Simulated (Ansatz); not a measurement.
# 1T-PbF2 monolayer in a perpendicular field, part 2 of 2

Wanted: the out-of-plane response of the 1T-PbF2 monolayer. A positive field points along +c.

Ansatz 0.2.0; plane-wave DFT, PBE-D3(BJ), Ansatz PAW (set soft_1); PAW set soft_1.

So far. Step 2 (Relaxing the slab): The lattice constant a goes from 2.749 to 3.968 Å.

## 3. Atoms held, field 0

A sawtooth potential applies the field, turning back in the middle of the vacuum. With the dipole correction the typed value is the field outside the slab. The induced dipole is small, so the SCF threshold is tight.

The cell differs from the one that the last finished run ended in (c 35.757 → 20.012 Å).

input.yaml

```yaml
crystal:
  lattice:
    - [3.9675487758, 0.0, 0.0]
    - [-1.9837743879, 3.4359980306, 0.0]
    - [0.0, 0.0, 20.0117357399]
  atoms:
    - { symbol: F, position: [0.6666666667, 0.3333333333, 0.4497361007] }
    - { symbol: Pb, position: [0.0, 0.0, 0.5] }
    - { symbol: F, position: [0.3333333333, 0.6666666667, 0.5502638993] }
kpoints:
  mp_grid: { grid: [18, 18, 1] }
  band_path:
    path: [[0, 0, 0], [0.5, 0, 0], [0.33333333, 0.33333333, 0], [0, 0, 0]]
    npoints: 16
hamiltonian:
  xc: pbe
  dispersion: d3bj
  pseudopotentials: { kind: paw, azcp: { folder: soft_1 } }
scf:
  occupations: { method: fermi_dirac, width: 0.02585 }
  convergence: { dr2_threshold: 1.0e-10 }
efield:
  axis: 3
  dipole_correction: true
  ramp_position: 0.97
  ramp_width: 0.06
  amplitude: 0
output:
  dos: { projected: true, e_range: [-6, 5] }
  write_potential: true
  write_density: true
  volumetric_format: npy
  elf: true
```

The run is started by

```console
$ ansatz run input.yaml --threads 2 --pin off --max-ram 3072MiB --backend cpu --events-out ev --progress --plain --runs-dir out
```

Numbers of over 12 decimals in the logs are rounded to 6 here.

The log of the run:

```text
[...]
Crystal: 3 atoms, lattice volume = 272.810 Å³
Basis set: ecut = 420 eV, 5383 PW (Γ)
Bands: 18, of which v1, the nominal top of the filled ones, is band 14 counted from 1 (13 counted from 0)
Symmetry: 6 space group operations
k-points: 37 of 324 (time reversal used)
[...]
SCF iter   1: F=—  HF=-13529.227399 eV  |F-HF|=—  |Δ(HF+E_count)|=         —  Δρ=5.10e-2  dr2=7.39e0  ethr=3.10e-3  p=0.000 e·Å  D=4.25e-14 V/Å  ΔV_dip=-0.00 eV  dr2_dipole=1.45e-11  V_vac-E_F(+/−)=6.52/6.52 eV  ⟨swp⟩=6.9  Hψ=3800  notcnv=0
efield: sawtooth ramp at fractional position 0.9700 (set: `efield.ramp_position`, or a place that a band, a saddle search or an elastic batch's reference lends), width 0.0600; the density the first Hamiltonian is built on has a dipole p = 0.000 e·Å; the dipole correction subtracts the counter field D = 4.25e-14 V/Å, which shifts the + side's vacuum level by -0.00 eV against the − side's; the planar-averaged density in the ramp window peaks in size at 4.2e-7 e/Å³
[...]
SCF iter   2: F=—  HF=-13527.362471 eV  |F-HF|=—  |Δ(HF+E_count)|=    1.86e0  Δρ=3.62e-2  dr2=1.56e0  ethr=3.10e-3  p=-0.000 e·Å  D=-9.51e-7 V/Å  ΔV_dip=0.00 eV  dr2_dipole=7.78e-10  V_vac-E_F(+/−)=5.11/5.11 eV  ⟨swp⟩=4.0  Hψ=2028  notcnv=0
[...]
SCF iter  11: F=-13526.946156 eV  HF=-13526.946156 eV  |F-HF|=1.46e-11  |Δ(HF+E_count)|=  4.73e-11  Δρ=1.10e-7  dr2=1.86e-11  ethr=1.00e-12  p=0.000 e·Å  D=2.19e-8 V/Å  ΔV_dip=-0.00 eV  dr2_dipole=3.04e-14  V_vac-E_F(+/−)=5.25/5.25 eV  ⟨swp⟩=3.1  Hψ=1537  notcnv=0
SCF 1 converged in 11 iterations: F = -13526.946156 eV  dr2 = 1.86e-11
[...]
NSCF: frozen V_eff on 49 k-points
efield: sawtooth ramp at fractional position 0.9700 (kept from the solve that this one continues, or follows in the run), width 0.0600; the density the first Hamiltonian is built on has a dipole p = 0.000 e·Å; the dipole correction subtracts the counter field D = 2.19e-8 V/Å, which shifts the + side's vacuum level by -0.00 eV against the − side's; the planar-averaged density in the ramp window peaks in size at 1.2e-7 e/Å³
[...]
SCF converged after 11 iterations
Free energy (F): -13526.946156 eV
[...]
Internal energy: -13526.946156 eV  (E = F + TS)
E sigma→0 (E₀):  -13526.946156 eV
Fermi energy:    -2.885625 eV
Dipole field:    D = 0.000000 V/Å  (p = 0.000000 e·Å, saw-weighted, corrected)
Work function:   Φ+ = 5.2466 eV   Φ− = 5.2467 eV
Levels:          The Fermi level and band energies are counted from a zero that moves with the ramp; work functions are not
[...]
--- Band table (eV; the first three rows and the last of 37) ---
  k-point 0: bands = [... 10 lower, -6.8216, -6.8216, -6.4905, -6.0261, -1.1760, 1.9186, 2.4091, 2.5869]
  k-point 1: bands = [... 10 lower, -6.8127, -6.7865, -6.4746, -5.9860, -1.1298, 1.9226, 2.4475, 2.5686]
  k-point 2: bands = [... 10 lower, -6.7941, -6.7277, -6.4428, -5.8712, -0.9973, 1.8712, 2.4783, 2.5624]
  k-point 36: bands = [... 10 lower, -7.1756, -6.3674, -6.3674, -4.6371, 0.8683, 1.4981, 1.4981, 5.3443]
```

Run time: 15 s. Hardware: 2 threads of Arm Neoverse V1, shared host; peak memory 0.53 GiB.

Numbers from this step:

```yaml
dipole_along_the_normal: 3.36e-7 e·Å
gap_along_the_path: 3.461 eV
smallest_direct_gap_along_the_path: 4.672 eV
ionisation_energy_upper_face: 6.998 eV
electron_affinity_upper_face: 3.537 eV
gap_the_smaller_of_path_and_mesh: 3.461 eV
```

Running mean over a fixed 2.5 Å (it still follows the layers) of the planar mean; the ramp of the sawtooth is left out. The electron's electrostatic potential energy less the Fermi level by z:

z (Å), electron's electrostatic potential energy less the Fermi level (eV) and a bar from the least value:
```
      3.0       5.25 ##############################
      3.5       5.25 ##############################
      4.0       5.25 ##############################
      4.5       5.25 ##############################
      5.0       5.25 ##############################
      5.5       5.25 ##############################
      6.0       5.24 ##############################
      6.5       5.23 ##############################
      7.0       5.13 ##############################
      7.5       4.47 ############################
      8.0       2.75 #######################
      8.5       0.27 #################
      9.0      -2.35 #########
      9.5      -4.74 ###
     10.0      -5.81 
     10.5      -4.78 ###
     11.0      -2.41 #########
     11.5       0.21 ################
     12.0       2.70 #######################
     12.5       4.44 ############################
     13.0       5.13 ##############################
     13.5       5.23 ##############################
     14.0       5.24 ##############################
     14.5       5.25 ##############################
     15.0       5.25 ##############################
     15.5       5.25 ##############################
     16.0       5.25 ##############################
     16.5       5.25 ##############################
     17.0       5.25 ##############################
```

The density of states has structure finer than the step of the table below, so its rows give means over 0.25 eV, whole bins alone (the curve runs from -6 to 3.7 eV). Peaks (eV: height): -4.980: 17.8, -4.840: 10.7, -3.900: 13.6, -3.490: 27.4, -1.920: 6.24, 2.790: 4.87.

The density of states by energy, zero at the Fermi level of the run, which the smearing sets inside the gap; means over each step:

```tsv
energy (eV)	density of states (states/eV a cell)
-5.25	0
-5.00	6.00
-4.75	5.93
-4.50	2.85
-4.25	2.57
-4.00	5.06
-3.75	6.41
-3.50	9.31
-3.25	0.0239
-3.00	0.607
-2.75	0.740
-2.50	0.953
-2.25	1.37
-2.00	3.11
-1.75	1.24
-1.50	0
-1.25	0
-1.00	0
-0.75	0
-0.50	0
-0.25	0
0.00	0
0.25	0
0.50	0
0.75	0
1.00	0
1.25	0
1.50	0
1.75	0.322
2.00	0.554
2.25	0.650
2.50	0.824
2.75	2.20
3.00	1.54
3.25	0.959
3.50	0.687
```

Projected DOS per atom over height of the atomic layer and energy from the Fermi level. Layers: F Pb F from below.

Ten even steps from '_' (0.0 states/eV) to '@' (4.4 states/eV), each cell a mean:
```
__..__
__::__
__--__
__..__
______
______
______
______
______
______
______
______
......
..__..
______
______
@@__@@
++__++
::__::
++::++
______
______
```
Columns: height of the atomic layer (Å) from 9 to 11.0; rows upwards: energy from the Fermi level (eV) from -5.96 to 3.67.

The electronic bands at the labelled points (eV, zero at the Fermi level of the run, which the smearing sets inside the gap):

```tsv
point	band 11	band 12	band 13	band 14	band 15	band 16	band 17	band 18
Γ	-3.94	-3.94	-3.60	-3.14	1.71	4.80	5.29	5.47
halfway	-3.85	-3.73	-3.51	-2.50	2.45	4.05	5.73	6.05
M	-3.78	-3.65	-3.52	-1.92	2.75	3.94	6.26	7.16
halfway	-4.06	-3.55	-3.49	-1.84	3.18	3.98	5.50	7.46
K	-4.29	-3.48	-3.48	-1.75	3.75	4.38	4.38	8.23
halfway	-3.95	-3.67	-3.49	-2.35	2.70	3.90	5.87	5.97
Γ	-3.94	-3.94	-3.60	-3.14	1.71	4.80	5.29	5.47
```

Electrostatic potential energy in the ca plane at fractional y = 0.000, with atoms of Pb within 0.2 Å of it. With pseudopotentials it is smooth inside the atoms' cores, unlike the true potential.

Values in eV, 6 rows by 16 columns, each cell a mean:
```
  2   2   2   2   2   2   1 -11 -39 -25  -1   2   2   2   2   2
  2   2   2   2   2   2   2  -2 -15  -6   1   2   2   2   2   2
  2   2   2   2   2   2   2   2   0   1   2   2   2   2   2   2
  2   2   2   2   2   2   2   1  -2   0   2   2   2   2   2   2
  2   2   2   2   2   2   2  -4 -24 -12   1   2   2   2   2   2
  2   2   2   2   2   2   1 -13 -39 -27  -1   2   2   2   2   2
```
Columns run along c (16.0 Å, from fractional 0.08 to 0.87 of the cell; values clipped at the 3rd and 97th percentile), rows up along a (4.0 Å). Atoms in or near the plane, at fractional coordinates: Pb at (0.50, 0.00).

ELF in the ca plane at fractional y = 0.000, with atoms of Pb within 0.2 Å of it. It is the smooth field of the valence electrons, not physical close to the nuclei.

Ten even steps from '0' (0.00) to '9' (0.48), each cell a mean:
```
00000000000000000014796117973000000000000000
00000000000000000001489889731000000000000000
00000000000000000000135774210000000000000000
00000000000000000012321111232100000000000000
00000000000000000135652002564210000000000000
00000000000000000124531012454210000000000000
00000000000000000011112432111000000000000000
00000000000000000000258998420000000000000000
00000000000000000003698449852000000000000000
00000000000000000015894006974100000000000000
```
Columns run along c (16.0 Å, from fractional 0.08 to 0.87 of the cell), rows up along a (4.0 Å). Atoms in or near the plane, at fractional coordinates: Pb at (0.50, 0.00).

Valence density in the ca plane at fractional y = 0.000, with atoms of Pb within 0.2 Å of it. It is the smooth field of the valence electrons, not physical close to the nuclei.

Values in e/Å³, 6 rows by 16 columns, each cell a mean:
```
0.0 0.0 0.0 0.0 0.0 0.0 0.0 0.4 3.9 1.4 0.0 0.0 0.0 0.0 0.0 0.0
0.0 0.0 0.0 0.0 0.0 0.0 0.0 0.1 0.5 0.2 0.0 0.0 0.0 0.0 0.0 0.0
0.0 0.0 0.0 0.0 0.0 0.0 0.0 0.1 0.1 0.1 0.0 0.0 0.0 0.0 0.0 0.0
0.0 0.0 0.0 0.0 0.0 0.0 0.0 0.1 0.1 0.1 0.0 0.0 0.0 0.0 0.0 0.0
0.0 0.0 0.0 0.0 0.0 0.0 0.0 0.2 1.1 0.4 0.0 0.0 0.0 0.0 0.0 0.0
0.0 0.0 0.0 0.0 0.0 0.0 0.0 0.5 5.1 1.8 0.0 0.0 0.0 0.0 0.0 0.0
```
Columns run along c (16.0 Å, from fractional 0.08 to 0.87 of the cell), rows up along a (4.0 Å). Atoms in or near the plane, at fractional coordinates: Pb at (0.50, 0.00).

The gap is 3.46 eV, with the valence edge 7.00 eV and the conduction edge 3.54 eV under the upper vacuum level. Spin-orbit coupling, left out in this run, matters for the bands of elements this heavy.

## 4. Single point, field 0.1 V/Å

Changes to input.yaml since step 3:

```diff
@@ -24,7 +24,6 @@
   dipole_correction: true
-  ramp_position: 0.97
-  ramp_width: 0.06
-  amplitude: 0
+  ramp_position: 0.9136
+  ramp_width: 0.1729
+  amplitude: 0.1
 output:
-  dos: { projected: true, e_range: [-6, 5] }
   write_potential: true
@@ -32,2 +31 @@
   volumetric_format: npy
-  elf: true
```

The log of the run:

```text
[...]
Crystal: 3 atoms, lattice volume = 272.810 Å³
Basis set: ecut = 420 eV, 5383 PW (Γ)
Bands: 18, of which v1, the nominal top of the filled ones, is band 14 counted from 1 (13 counted from 0)
Symmetry: 6 space group operations
k-points: 37 of 324 (time reversal used)
[...]
--- Band table (eV; the first three rows and the last of 37) ---
  k-point 0: bands = [... 10 lower, -6.8188, -6.8188, -6.4928, -6.0246, -1.1775, 1.7549, 2.4026, 2.6154]
  k-point 1: bands = [... 10 lower, -6.8106, -6.7847, -6.4767, -5.9847, -1.1313, 1.7753, 2.3806, 2.6538]
  k-point 2: bands = [... 10 lower, -6.7931, -6.7268, -6.4444, -5.8703, -0.9988, 1.7914, 2.2753, 2.7682]
  k-point 36: bands = [... 10 lower, -7.1760, -6.3822, -6.3529, -4.6374, 0.8675, 1.4972, 1.4979, 5.2205]
[key lines of the parts left out:]
SCF converged after 11 iterations
Free energy (F): -13526.947117 eV
Fermi energy:    -2.886515 eV
Dipole field:    D = 0.012742 V/Å  (p = 0.019210 e·Å, saw-weighted, corrected)
```

The job ended after 15 s (2 threads; peak memory 0.5 GiB; 29 s of CPU time).

The dipole is 0.0192 e·Å, and the gap 3.460 eV.

## 5. Atoms held, field -0.1 V/Å

Changes to input.yaml since step 4:

```diff
@@ -26,3 +26,3 @@
   ramp_width: 0.1729
-  amplitude: 0.1
+  amplitude: -0.1
 output:
```

The log of the run:

```text
[...]
Crystal: 3 atoms, lattice volume = 272.810 Å³
Basis set: ecut = 420 eV, 5383 PW (Γ)
Bands: 18, of which v1, the nominal top of the filled ones, is band 14 counted from 1 (13 counted from 0)
Symmetry: 6 space group operations
k-points: 37 of 324 (time reversal used)
[...]
--- Band table (eV; the first three rows and the last of 37) ---
  k-point 0: bands = [... 10 lower, -6.8186, -6.8186, -6.4927, -6.0244, -1.1773, 1.7549, 2.4026, 2.6154]
  k-point 1: bands = [... 10 lower, -6.8104, -6.7845, -6.4766, -5.9845, -1.1311, 1.7754, 2.3806, 2.6538]
  k-point 2: bands = [... 10 lower, -6.7929, -6.7266, -6.4443, -5.8702, -0.9986, 1.7916, 2.2753, 2.7682]
  k-point 36: bands = [... 10 lower, -7.1759, -6.3820, -6.3527, -4.6373, 0.8677, 1.4974, 1.4981, 5.2207]
[key lines of the parts left out:]
SCF converged after 11 iterations
Free energy (F): -13526.947117 eV
Fermi energy:    -2.886341 eV
Dipole field:    D = -0.012742 V/Å  (p = -0.019210 e·Å, saw-weighted, corrected)
```

Run time: 15 s. Hardware: 2 threads; peak memory 0.5 GiB; 29 s of CPU time.

The dipole is -0.0192 e·Å, and the gap 3.460 eV.

## 6. Response, atoms held

This step: plane-wave DFT, PBE-D3(BJ), Ansatz PAW (set soft_1); response to a field along the normal, atoms held; PAW set soft_1 (Ansatz 0.2.0).

The dipoles give the slope, and the difference of two potentials shows where the field is screened.

Numbers from this step:

* equivalent conductor thickness p/(ε₀AE): 2.550 Å
* distance between the outer atoms: 2.012 Å

The dipole of the cell by applied field:

```tsv
applied field (V/Å)	dipole of the cell (e·Å)
-0.1000	-0.0192
0.0000	3.4e-7
0.1000	0.0192
```

Local field over the applied field, running mean. From the potentials at -0.1 and 0.1 V/Å; running mean over 2.5 Å. Local field over applied field against z:

```tsv
z (Å)	local field over applied field
4.00	1.000
4.30	1.000
4.60	1.000
5.04	1.000
5.34	0.999
5.63	0.998
5.93	0.995
6.23	0.990
6.67	0.973
6.97	0.950
7.26	0.911
7.56	0.857
7.86	0.786
8.15	0.697
8.60	0.551
8.89	0.457
9.19	0.370
9.49	0.297
9.78	0.254
10.23	0.254
10.52	0.297
10.82	0.370
11.12	0.457
11.41	0.551
11.86	0.697
12.16	0.786
12.45	0.857
12.75	0.911
13.04	0.950
13.34	0.973
13.79	0.990
14.08	0.995
14.38	0.998
14.68	0.999
14.97	1.000
15.42	1.000
15.71	1.000
16.01	1.000
```

Electrons, planar mean, per unit field. Table of induced electron density by z:

```tsv
z (Å)	induced electron density (e/Å³ per V/Å)
4.00	-7.0e-8
4.30	3.5e-8
4.60	3.0e-7
5.04	1.9e-6
5.34	3.9e-6
5.63	8.4e-6
5.93	1.8e-5
6.23	3.8e-5
6.67	1.1e-4
6.97	2.3e-4
7.26	4.5e-4
7.56	8.3e-4
7.86	0.00145
8.15	0.00227
8.60	0.00247
8.89	0.00272
9.19	0.00304
9.49	8.9e-4
9.78	-8.6e-5
10.23	8.6e-5
10.52	-8.9e-4
10.82	-0.00304
11.12	-0.00272
11.41	-0.00247
11.86	-0.00227
12.16	-0.00145
12.45	-8.3e-4
12.75	-4.5e-4
13.04	-2.3e-4
13.34	-1.1e-4
13.79	-3.8e-5
14.08	-1.8e-5
14.38	-8.4e-6
14.68	-3.9e-6
14.97	-1.9e-6
15.42	-3.0e-7
15.71	-3.5e-8
16.01	7.0e-8
```

The smaller of the gaps on the path and on the k-mesh, counted as 0 under 0.03 eV; in a wide-gap layer a fall can come from a state in the tilted vacuum. The gap stays at 3.46 eV for applied field from -0.1 to 0.1 V/Å.

By hand: between -0.1 and 0.1 V/Å the dipole changes by 0.03842 e·Å, a slope of 0.1921 e·Å²/V. A perfect conductor of thickness t has p = ε₀AEt, so t = 180.95 × 0.1921 / 13.632 = 2.55 Å (e/ε₀ = 180.95 V·Å, A in Å²).

The induced dipole is that of a conductor 2.55 Å thick.

## 7. Summary of results

```json
{
  "gap without field": "3.46 eV",
  "ionisation energy, upper face": "7.00 eV",
  "electron affinity, upper face": "3.54 eV",
  "equivalent conductor thickness, atoms held": "2.55 Å"
}
```

The induced dipole equals that of a perfect conductor 2.55 Å thick, while the outer atoms lie 2.01 Å apart; an out-of-plane ε follows only once a thickness t is chosen, by 1 − 1/ε = 2.55 Å / t. The gap stays within 0.01 eV of 3.46 eV over the fields run, up to 0.1 V/Å in size. Semilocal functionals give gaps that are too small, and excitons are not included. Spin-orbit coupling is left out, which matters for the bands of elements this heavy.

[Logs are printed without paths, hosts, clocks, repeated set-up lines and the standing remarks that a program may print on its own settings, such as how far it seeks lower states.]

[Hosts, paths, dates, database ids (printed as entryN), source tags and the programs' standing remarks are cut or masked in the printed files.]

[Maps of the electrostatic potential energy from Ansatz leave out the sawtooth potential of an applied field or a dipole correction, so their vacuum need not be flat; planar profiles and work functions include it.]

[The density of states shown here was stored with 400 of the rows of the run's finer table, so its peaks can read low, often by over a quarter, or be missed, and its means over a window can be off by a tenth or more.]
